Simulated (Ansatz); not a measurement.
An input for Ansatz 0.2.0 (YVO4 (I4_1/amd)):

```yaml
crystal:
  lattice:
    - [-3.5648426472, 3.5648426472, 3.1417704789]
    - [3.5648426472, -3.5648426472, 3.1417704789]
    - [3.5648426472, 3.5648426472, -3.1417704789]
  atoms:
    - { symbol: "Y", position: [0.75, 0.25, 0.5] }
    - { symbol: "Y", position: [0.0, 0.0, 0.0] }
    - { symbol: V, position: [0.5, 0.5, 0.0] }
    - { symbol: V, position: [0.25, 0.75, 0.5] }
    - { symbol: O, position: [0.5104036452, 0.326359306, 0.1840443391] }
    - { symbol: O, position: [0.076359306, 0.3923149669, 0.3159556609] }
    - { symbol: O, position: [0.1423149669, 0.326359306, 0.8159556609] }
    - { symbol: O, position: [0.076359306, 0.7604036452, 0.6840443391] }
    - { symbol: O, position: [0.2395963548, 0.923640694, 0.3159556609] }
    - { symbol: O, position: [0.673640694, 0.4895963548, 0.8159556609] }
    - { symbol: O, position: [0.6076850331, 0.923640694, 0.6840443391] }
    - { symbol: O, position: [0.673640694, 0.8576850331, 0.1840443391] }
kpoints:
  mp_grid: { grid: [4, 4, 4] }
  band_path:
    path:
      - [0.0, 0.0, 0.0]
      - [0.0, 0.0, 0.5]
      - [-0.5, 0.5, 0.5]
      - [0.44516056, 0.44516056, -0.44516056]
      - [-0.44516056, 0.55483944, 0.44516056]
      - [0.25, 0.25, 0.25]
      - [0.0, 0.5, 0.0]
      - [0.044516056, 0.044516056, -0.044516056]
    npoints: 1
hamiltonian:
  xc: hse06
scf:
  occupations: { method: fixed }
  n_extra_bands: 8
output:
  eigenvalues: true
```

```sh
ansatz run input.yaml --threads 3 --pin off --max-ram 92160MiB --backend cuda --events-out ev --progress --plain --runs-dir out --devices 1 --max-vram 13GiB
```

Question: Estimate wall time and host memory on 1 × NVIDIA H100 80GB HBM3 (shared by 6 runs) with 3 threads of AMD EPYC 7R13 (Zen 3), shared host.

It took 58 s; on shared hardware allow 29 s to 1.9 min. Peak host memory was 1.8 GiB. The sizes that set the cost: 3111 plane waves a state, 13 irreducible k points and 17 SCF cycles.

Exact exchange couples every pair of k points and filled bands, so it costs far more than a semilocal run.

[Paths, hosts, dates, memory and timing lines, banners, echoed tables and standing remarks are left out of the program output.]

[Logs are printed without paths, hosts, clocks, repeated set-up lines and the standing remarks that a program may print on its own settings, such as how far it seeks lower states.]

[Runs of the session that timed out or met a known fault of the program may be left out.]

[Cells called generated may have been cut or substituted from an entry of the Crystallography Open Database or the Materials Project.]

[Hosts, paths, dates, database ids (printed as entryN), source tags and the programs' standing remarks are cut or masked in the printed files.]
